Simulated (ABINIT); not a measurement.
# TlBiS3 (Pm-3m): zone-centre phonons, part 4 of 4

Which modes does TlBiS3 (Pm-3m) have at the zone centre?

ABINIT 10.8.3; DFT LDA, scalar-relativistic, plane waves, HGH norm-conserving pseudopotentials.

So far. Step 6 (Linear response at Γ): The acoustic modes at Γ come out as far as 1.8 cm⁻¹ from zero, where they should vanish, a small numerical error. The lowest optical mode is imaginary, 115i cm⁻¹, an instability at this level and on this k mesh. Step 7 (Zone-centre analysis): The rule moves no optical mode by more than 0.2 cm⁻¹. The relaxed cell has a = 5.136 Å (conventional setting).

The structure was built from a prototype and need not be the compound's stable phase.

## 8. Sum rules set otherwise (asr 0)

Without the rule the raw error of the acoustic modes shows.

Contents of anaddb.abi:

```
ddb_filepath "gamma_DDB"
output_file "anaddb.abo"
outdata_prefix "anaddb"
asr 0
chneut 0
enunit 2
eivec 1
nph1l 1
qph1l 0.0 0.0 0.0 1.0
```

Contents of mrgddb.in:

```
gamma_DDB
merged
2
dfpt_gammao_DDB
gso_DDB
```

On the command line:

```bash
> mrgddb < mrgddb.in > mrgddb.log
> OMP_NUM_THREADS=1 anaddb anaddb.abi > anaddb.log
```

anaddb.abo, the main output file:

```text
-outvars_anaddb: echo values of input variables ----------------------

 Miscellaneous information :
      enunit         2
       eivec         1
      chneut         0
 First list of wavevector (reduced coord.) :
       nph1l         1
       qph1l
                     0.00000000E+00  0.00000000E+00  0.00000000E+00    1.000E+00

================================================================================

 read the DDB information and perform some checks

  ==== Info on the Cryst% object ====
 Real(R)+Recip(G) space primitive vectors, cartesian coordinates (Bohr,Bohr^-1):
 R(1)=  9.7050959  0.0000000  0.0000000  G(1)=  0.1030387  0.0000000  0.0000000
 R(2)=  0.0000000  9.7050959  0.0000000  G(2)=  0.0000000  0.1030387  0.0000000
 R(3)=  0.0000000  0.0000000  9.7050959  G(3)=  0.0000000  0.0000000  0.1030387
 Unit cell volume ucvol=  9.1411218E+02 bohr^3
 Angles (23,13,12)=  9.00000000E+01  9.00000000E+01  9.00000000E+01 degrees
 Time-reversal symmetry is present
 Reduced atomic positions [iatom, xred, symbol]:
    1)    0.0000000  0.0000000  0.0000000  Tl
    2)    0.5000000  0.5000000  0.5000000  Bi
    3)    0.5000000  0.5000000  0.0000000   S
    4)    0.5000000  0.0000000  0.5000000   S
    5)    0.0000000  0.5000000  0.5000000   S

 DDB file with 3 blocks has been read.

================================================================================

 Treat the first list of vectors

  Phonon wavevector (reduced coordinates) :  0.00000  0.00000  0.00000
 Phonon energies in Hartree :
  -5.237786E-04 -5.237786E-04 -5.237786E-04 -5.202782E-04 -5.202782E-04
  -5.202782E-04 -1.240681E-04 -1.240681E-04 -1.240681E-04 -8.106399E-06
  -8.106399E-06 -8.106398E-06  1.143484E-03  1.143484E-03  1.143484E-03
 Phonon energies in meV     :
- -1.425274E+01 -1.425274E+01 -1.425274E+01 -1.415749E+01 -1.415749E+01
- -1.415749E+01 -3.376066E+00 -3.376066E+00 -3.376066E+00 -2.205864E-01
- -2.205864E-01 -2.205863E-01  3.111579E+01  3.111579E+01  3.111579E+01
 Phonon frequencies in cm-1    :
- -1.149561E+02 -1.149561E+02 -1.149561E+02 -1.141879E+02 -1.141879E+02
- -1.141879E+02 -2.722980E+01 -2.722980E+01 -2.722980E+01 -1.779149E+00
- -1.779149E+00 -1.779149E+00  2.509658E+02  2.509658E+02  2.509658E+02
 Phonon frequencies in Thz     :
- -3.446298E+00 -3.446298E+00 -3.446298E+00 -3.423266E+00 -3.423266E+00
- -3.423266E+00 -8.163290E-01 -8.163290E-01 -8.163290E-01 -5.333754E-02
- -5.333754E-02 -5.333754E-02  7.523766E+00  7.523766E+00  7.523766E+00
 Phonon energies in Kelvin  :
- -1.653962E+02 -1.653962E+02 -1.653962E+02 -1.642909E+02 -1.642909E+02
- -1.642909E+02 -3.917761E+01 -3.917761E+01 -3.917761E+01 -2.559798E+00
- -2.559798E+00 -2.559798E+00  3.610838E+02  3.610838E+02  3.610838E+02

 Eigendisplacements
 (will be given, for each mode : in cartesian coordinates
   for each atom the real part of the displacement vector,
   then the imaginary part of the displacement vector - absolute values smaller than 1.0d-7 are set to zero)
  Mode number    1   Energy   -5.237786E-04
 Attention : low frequency mode.
   (Could be unstable or acoustic mode)
-  1  0.00000000E+00  0.00000000E+00  0.00000000E+00
-     0.00000000E+00  0.00000000E+00  0.00000000E+00
-  2  0.00000000E+00  0.00000000E+00  0.00000000E+00
-     0.00000000E+00  0.00000000E+00  0.00000000E+00
-  3  0.00000000E+00  0.00000000E+00  0.00000000E+00
-     0.00000000E+00  0.00000000E+00  0.00000000E+00
-  4  0.00000000E+00  0.00000000E+00 -2.92470830E-03
-     0.00000000E+00  0.00000000E+00  0.00000000E+00
-  5  0.00000000E+00  0.00000000E+00  2.92470830E-03
-     0.00000000E+00  0.00000000E+00  0.00000000E+00
  Mode number    2   Energy   -5.237786E-04
 Attention : low frequency mode.
   (Could be unstable or acoustic mode)
-  1  0.00000000E+00  0.00000000E+00  0.00000000E+00
-     0.00000000E+00  0.00000000E+00  0.00000000E+00
-  2  0.00000000E+00  0.00000000E+00  0.00000000E+00
-     0.00000000E+00  0.00000000E+00  0.00000000E+00
-  3  0.00000000E+00 -2.92470830E-03  0.00000000E+00
-     0.00000000E+00  0.00000000E+00  0.00000000E+00
-  4  0.00000000E+00  0.00000000E+00  0.00000000E+00
-     0.00000000E+00  0.00000000E+00  0.00000000E+00
-  5  0.00000000E+00  2.92470830E-03  0.00000000E+00
-     0.00000000E+00  0.00000000E+00  0.00000000E+00
  Mode number    3   Energy   -5.237786E-04
 Attention : low frequency mode.
   (Could be unstable or acoustic mode)
-  1  0.00000000E+00  0.00000000E+00  0.00000000E+00
-     0.00000000E+00  0.00000000E+00  0.00000000E+00
-  2  0.00000000E+00  0.00000000E+00  0.00000000E+00
-     0.00000000E+00  0.00000000E+00  0.00000000E+00
-  3  2.92470830E-03  0.00000000E+00  0.00000000E+00
-     0.00000000E+00  0.00000000E+00  0.00000000E+00
-  4 -2.92470830E-03  0.00000000E+00  0.00000000E+00
-     0.00000000E+00  0.00000000E+00  0.00000000E+00
-  5  0.00000000E+00  0.00000000E+00  0.00000000E+00
-     0.00000000E+00  0.00000000E+00  0.00000000E+00
  Mode number    4   Energy   -5.202782E-04
 Attention : low frequency mode.
   (Could be unstable or acoustic mode)
-  1  0.00000000E+00  0.00000000E+00  2.94611946E-04
-     0.00000000E+00  0.00000000E+00  0.00000000E+00
-  2  0.00000000E+00  0.00000000E+00  5.43972692E-04
-     0.00000000E+00  0.00000000E+00  0.00000000E+00
-  3  0.00000000E+00  0.00000000E+00 -2.48235035E-05
-     0.00000000E+00  0.00000000E+00  0.00000000E+00
-  4  0.00000000E+00  0.00000000E+00 -2.70421132E-03
-     0.00000000E+00  0.00000000E+00  0.00000000E+00
-  5  0.00000000E+00  0.00000000E+00 -2.70421132E-03
-     0.00000000E+00  0.00000000E+00  0.00000000E+00
  Mode number    5   Energy   -5.202782E-04
 Attention : low frequency mode.
   (Could be unstable or acoustic mode)
-  1  0.00000000E+00 -2.94611946E-04  0.00000000E+00
-     0.00000000E+00  0.00000000E+00  0.00000000E+00
-  2  0.00000000E+00 -5.43972692E-04  0.00000000E+00
-     0.00000000E+00  0.00000000E+00  0.00000000E+00
-  3  0.00000000E+00  2.70421132E-03  0.00000000E+00
-     0.00000000E+00  0.00000000E+00  0.00000000E+00
-  4  0.00000000E+00  2.48235035E-05  0.00000000E+00
-     0.00000000E+00  0.00000000E+00  0.00000000E+00
-  5  0.00000000E+00  2.70421132E-03  0.00000000E+00
-     0.00000000E+00  0.00000000E+00  0.00000000E+00
  Mode number    6   Energy   -5.202782E-04
 Attention : low frequency mode.
   (Could be unstable or acoustic mode)
-  1  2.94611946E-04  0.00000000E+00  0.00000000E+00
-     0.00000000E+00  0.00000000E+00  0.00000000E+00
-  2  5.43972692E-04  0.00000000E+00  0.00000000E+00
-     0.00000000E+00  0.00000000E+00  0.00000000E+00
-  3 -2.70421132E-03  0.00000000E+00  0.00000000E+00
-     0.00000000E+00  0.00000000E+00  0.00000000E+00
-  4 -2.70421132E-03  0.00000000E+00  0.00000000E+00
-     0.00000000E+00  0.00000000E+00  0.00000000E+00
-  5 -2.48235035E-05  0.00000000E+00  0.00000000E+00
-     0.00000000E+00  0.00000000E+00  0.00000000E+00
  Mode number    7   Energy   -1.240681E-04
 Attention : low frequency mode.
   (Could be unstable or acoustic mode)
-  1  0.00000000E+00  0.00000000E+00  1.23190896E-03
-     0.00000000E+00  0.00000000E+00  0.00000000E+00
-  2  0.00000000E+00  0.00000000E+00 -1.00909883E-03
-     0.00000000E+00  0.00000000E+00  0.00000000E+00
-  3  0.00000000E+00  0.00000000E+00 -8.32380197E-04
-     0.00000000E+00  0.00000000E+00  0.00000000E+00
-  4  0.00000000E+00  0.00000000E+00 -2.29916025E-04
-     0.00000000E+00  0.00000000E+00  0.00000000E+00
-  5  0.00000000E+00  0.00000000E+00 -2.29916025E-04
-     0.00000000E+00  0.00000000E+00  0.00000000E+00
  Mode number    8   Energy   -1.240681E-04
 Attention : low frequency mode.
   (Could be unstable or acoustic mode)
-  1  0.00000000E+00 -1.23190896E-03  0.00000000E+00
-     0.00000000E+00  0.00000000E+00  0.00000000E+00
-  2  0.00000000E+00  1.00909883E-03  0.00000000E+00
-     0.00000000E+00  0.00000000E+00  0.00000000E+00
-  3  0.00000000E+00  2.29916025E-04  0.00000000E+00
-     0.00000000E+00  0.00000000E+00  0.00000000E+00
-  4  0.00000000E+00  8.32380197E-04  0.00000000E+00
-     0.00000000E+00  0.00000000E+00  0.00000000E+00
-  5  0.00000000E+00  2.29916025E-04  0.00000000E+00
-     0.00000000E+00  0.00000000E+00  0.00000000E+00
  Mode number    9   Energy   -1.240681E-04
 Attention : low frequency mode.
   (Could be unstable or acoustic mode)
-  1  1.23190896E-03  0.00000000E+00  0.00000000E+00
-     0.00000000E+00  0.00000000E+00  0.00000000E+00
-  2 -1.00909883E-03  0.00000000E+00  0.00000000E+00
-     0.00000000E+00  0.00000000E+00  0.00000000E+00
-  3 -2.29916025E-04  0.00000000E+00  0.00000000E+00
-     0.00000000E+00  0.00000000E+00  0.00000000E+00
-  4 -2.29916025E-04  0.00000000E+00  0.00000000E+00
-     0.00000000E+00  0.00000000E+00  0.00000000E+00
-  5 -8.32380197E-04  0.00000000E+00  0.00000000E+00
-     0.00000000E+00  0.00000000E+00  0.00000000E+00
  Mode number   10   Energy   -8.106399E-06
 Attention : low frequency mode.
   (Could be unstable or acoustic mode)
-  1  0.00000000E+00  0.00000000E+00 -1.03901374E-03
-     0.00000000E+00  0.00000000E+00  0.00000000E+00
-  2  0.00000000E+00  0.00000000E+00 -1.03689834E-03
-     0.00000000E+00  0.00000000E+00  0.00000000E+00
-  3  0.00000000E+00  0.00000000E+00 -1.03669947E-03
-     0.00000000E+00  0.00000000E+00  0.00000000E+00
-  4  0.00000000E+00  0.00000000E+00 -1.03566610E-03
-     0.00000000E+00  0.00000000E+00  0.00000000E+00
-  5  0.00000000E+00  0.00000000E+00 -1.03566610E-03
-     0.00000000E+00  0.00000000E+00  0.00000000E+00
  Mode number   11   Energy   -8.106399E-06
 Attention : low frequency mode.
   (Could be unstable or acoustic mode)
-  1  0.00000000E+00 -1.03901374E-03  0.00000000E+00
-     0.00000000E+00  0.00000000E+00  0.00000000E+00
-  2  0.00000000E+00 -1.03689834E-03  0.00000000E+00
-     0.00000000E+00  0.00000000E+00  0.00000000E+00
-  3  0.00000000E+00 -1.03566610E-03  0.00000000E+00
-     0.00000000E+00  0.00000000E+00  0.00000000E+00
-  4  0.00000000E+00 -1.03669947E-03  0.00000000E+00
-     0.00000000E+00  0.00000000E+00  0.00000000E+00
-  5  0.00000000E+00 -1.03566610E-03  0.00000000E+00
-     0.00000000E+00  0.00000000E+00  0.00000000E+00
  Mode number   12   Energy   -8.106398E-06
 Attention : low frequency mode.
   (Could be unstable or acoustic mode)
-  1  1.03901374E-03  0.00000000E+00  0.00000000E+00
-     0.00000000E+00  0.00000000E+00  0.00000000E+00
-  2  1.03689834E-03  0.00000000E+00  0.00000000E+00
-     0.00000000E+00  0.00000000E+00  0.00000000E+00
-  3  1.03566610E-03  0.00000000E+00  0.00000000E+00
-     0.00000000E+00  0.00000000E+00  0.00000000E+00
-  4  1.03566610E-03  0.00000000E+00  0.00000000E+00
-     0.00000000E+00  0.00000000E+00  0.00000000E+00
-  5  1.03669947E-03  0.00000000E+00  0.00000000E+00
-     0.00000000E+00  0.00000000E+00  0.00000000E+00
  Mode number   13   Energy    1.143484E-03
-  1  0.00000000E+00  0.00000000E+00  1.13402636E-05
-     0.00000000E+00  0.00000000E+00  0.00000000E+00
-  2  0.00000000E+00  0.00000000E+00  4.85474912E-04
-     0.00000000E+00  0.00000000E+00  0.00000000E+00
-  3  0.00000000E+00  0.00000000E+00 -3.91658250E-03
-     0.00000000E+00  0.00000000E+00  0.00000000E+00
-  4  0.00000000E+00  0.00000000E+00  3.40138386E-04
-     0.00000000E+00  0.00000000E+00  0.00000000E+00
-  5  0.00000000E+00  0.00000000E+00  3.40138386E-04
-     0.00000000E+00  0.00000000E+00  0.00000000E+00
  Mode number   14   Energy    1.143484E-03
-  1  0.00000000E+00  1.13402636E-05  0.00000000E+00
-     0.00000000E+00  0.00000000E+00  0.00000000E+00
-  2  0.00000000E+00  4.85474912E-04  0.00000000E+00
-     0.00000000E+00  0.00000000E+00  0.00000000E+00
-  3  0.00000000E+00  3.40138386E-04  0.00000000E+00
-     0.00000000E+00  0.00000000E+00  0.00000000E+00
-  4  0.00000000E+00 -3.91658250E-03  0.00000000E+00
-     0.00000000E+00  0.00000000E+00  0.00000000E+00
-  5  0.00000000E+00  3.40138386E-04  0.00000000E+00
-     0.00000000E+00  0.00000000E+00  0.00000000E+00
  Mode number   15   Energy    1.143484E-03
-  1  1.13402636E-05  0.00000000E+00  0.00000000E+00
-     0.00000000E+00  0.00000000E+00  0.00000000E+00
-  2  4.85474912E-04  0.00000000E+00  0.00000000E+00
-     0.00000000E+00  0.00000000E+00  0.00000000E+00
-  3  3.40138386E-04  0.00000000E+00  0.00000000E+00
-     0.00000000E+00  0.00000000E+00  0.00000000E+00
-  4  3.40138386E-04  0.00000000E+00  0.00000000E+00
-     0.00000000E+00  0.00000000E+00  0.00000000E+00
-  5 -3.91658250E-03  0.00000000E+00  0.00000000E+00
-     0.00000000E+00  0.00000000E+00  0.00000000E+00

 Analysis of degeneracies and characters (maximum tolerance=1.00E-06 a.u.)
 For each vibration mode, or group of modes if degenerate,
 the characters are given for each symmetry operation (see the list in the log file).
 Symmetry characters of vibration mode #   1
       degenerate with vibration modes #   2 to    3
  3.0 -3.0 -1.0  1.0 -1.0  1.0 -1.0  1.0 -1.0  1.0  1.0 -1.0 -1.0  1.0  1.0 -1.0
 -0.0  0.0  0.0 -0.0 -0.0  0.0  0.0 -0.0 -1.0  1.0  1.0 -1.0  1.0 -1.0 -1.0  1.0
 -0.0  0.0 -0.0  0.0  0.0 -0.0  0.0 -0.0 -1.0  1.0 -1.0  1.0  1.0 -1.0  1.0 -1.0
 Symmetry characters of vibration mode #   4
       degenerate with vibration modes #   5 to    6
  3.0 -3.0 -1.0  1.0 -1.0  1.0 -1.0  1.0  1.0 -1.0 -1.0  1.0  1.0 -1.0 -1.0  1.0
  0.0 -0.0  0.0 -0.0 -0.0  0.0 -0.0  0.0  1.0 -1.0 -1.0  1.0 -1.0  1.0  1.0 -1.0
  0.0 -0.0 -0.0  0.0 -0.0  0.0  0.0 -0.0  1.0 -1.0  1.0 -1.0 -1.0  1.0 -1.0  1.0
 Symmetry characters of vibration mode #   7
       degenerate with vibration modes #   8 to    9
  3.0 -3.0 -1.0  1.0 -1.0  1.0 -1.0  1.0  1.0 -1.0 -1.0  1.0  1.0 -1.0 -1.0  1.0
 -0.0  0.0 -0.0  0.0  0.0 -0.0  0.0 -0.0  1.0 -1.0 -1.0  1.0 -1.0  1.0  1.0 -1.0
 -0.0  0.0  0.0 -0.0  0.0 -0.0 -0.0  0.0  1.0 -1.0  1.0 -1.0 -1.0  1.0 -1.0  1.0
 Symmetry characters of vibration mode #  10
       degenerate with vibration modes #  11 to   12
  3.0 -3.0 -1.0  1.0 -1.0  1.0 -1.0  1.0  1.0 -1.0 -1.0  1.0  1.0 -1.0 -1.0  1.0
 -0.0  0.0 -0.0  0.0  0.0 -0.0  0.0 -0.0  1.0 -1.0 -1.0  1.0 -1.0  1.0  1.0 -1.0
 -0.0  0.0  0.0 -0.0  0.0 -0.0 -0.0  0.0  1.0 -1.0  1.0 -1.0 -1.0  1.0 -1.0  1.0
 Symmetry characters of vibration mode #  13
       degenerate with vibration modes #  14 to   15
  3.0 -3.0 -1.0  1.0 -1.0  1.0 -1.0  1.0  1.0 -1.0 -1.0  1.0  1.0 -1.0 -1.0  1.0
  0.0 -0.0 -0.0  0.0 -0.0  0.0  0.0 -0.0  1.0 -1.0 -1.0  1.0 -1.0  1.0  1.0 -1.0
  0.0 -0.0 -0.0  0.0  0.0 -0.0 -0.0  0.0  1.0 -1.0  1.0 -1.0 -1.0  1.0 -1.0  1.0
-
```

It took 0.52 s on 1 thread of Arm Neoverse V2, shared host.

This step gave:

```yaml
lowest_optical_zone_centre_mode: -115.0 cm⁻¹
```

Zone-centre frequencies as printed; negative means imaginary. Modes:

```
mode  frequency (cm⁻¹)
   1              -115
   2              -115
   3              -115
   4            -114.2
   5            -114.2
   6            -114.2
   7            -27.23
   8            -27.23
   9            -27.23
  10             -1.78
  11             -1.78
  12             -1.78
  13               251
  14               251
  15               251
```

## 9. Results

* space group after relaxation: Pm-3m
* volume per atom: 27.1 Å³
* highest optical zone-centre mode (no LO-TO term): 251.0 cm⁻¹
* lowest optical zone-centre mode: -114.8 cm⁻¹
* imaginary optical modes at the zone centre (no q mesh in this session): yes

**Reading.** At the LDA level the optical modes of TlBiS3 (Pm-3m) at the zone centre run from 115i to 251 cm⁻¹, so the structure is a saddle point, with 9 modes beyond 10i cm⁻¹ there. The base run prints -0.41 GPa, mostly the error of a finite basis; the relaxation, with a smoothed and higher cutoff, had brought the cell to rest. These are harmonic frequencies at zero temperature: anharmonic shifts and linewidths and thermal expansion are left out. Spin-orbit coupling is left out, which can matter for the heavy elements here. The HGH files keep few electrons and have no core correction, which is cheap but rough for Bi and Tl. In a metal the frequencies hang on the k mesh and the smearing, most of all near Kohn anomalies. The structure is a hypothetical one, built on a prototype.

[Host names and launcher messages were left out of these logs when they were recorded.]

[Logs are printed without paths, hosts, clocks, repeated set-up lines and the standing remarks that a program may print on its own settings, such as how far it seeks lower states.]

[Hosts, paths, dates, database ids (printed as entryN), source tags and the programs' standing remarks are cut or masked in the printed files.]
